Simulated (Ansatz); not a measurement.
# Does disorder add resistance in series? Hf(0001) layers displaced at 300 K

Two lengths of the disordered region are known. What area resistance does the third give?

How it was computed: Ansatz 0.2.0, plane waves with PAW datasets at their recommended cutoffs (420 eV for most), Fermi-Dirac smearing; ballistic transmission by layer matching. The area resistance is RA = A (h/2e²)(1/T − 1/N), with T the zone-mean transmission per spin and N the lead's channels, both averaged over a few energies near the Fermi level; for magnets each spin is taken apart, with h/e², and the two conduct in parallel. Lateral cell 2x2, PBE, a fresh random draw for each length. Atoms are displaced independently, by 0.0627 Å r.m.s. per direction; each RA is scaled by the nominal over the drawn mean square displacement.

The runs, with one result withheld:

```tsv
length (Å)	channels N	RA (fΩ m²)
5.06	2.708	0.202
15.2	2.708	0.537
25.3	2.708	?
```

**Estimate by hand.**

Ohm's law makes RA linear in the length: the slope is (0.537 − 0.202)/(15.2 − 5.06) = 0.0332 fΩ m² per Å, or 33 µΩ cm. Then 0.537 + 0.0332 × 10.1. Predicted: 0.873 fΩ m².

**The withheld run.**

0.948 fΩ m², so the prediction is 7.9 % too low. The three lengths together give 37 µΩ cm. The two increments are 0.34 and 0.41 fΩ m², roughly as Ohm's law has it, though with one draw for each length that is a weak test.

**Limits.** The scatterers repeat sideways with the small cell. The slope is a raw one; a model of isotropic scattering puts it 1.07 times the bulk value over these lengths. Spin-orbit coupling is left out, which matters for Hf.

[Logs are printed without paths, hosts, clocks, repeated set-up lines and the standing remarks that a program may print on its own settings, such as how far it seeks lower states.]
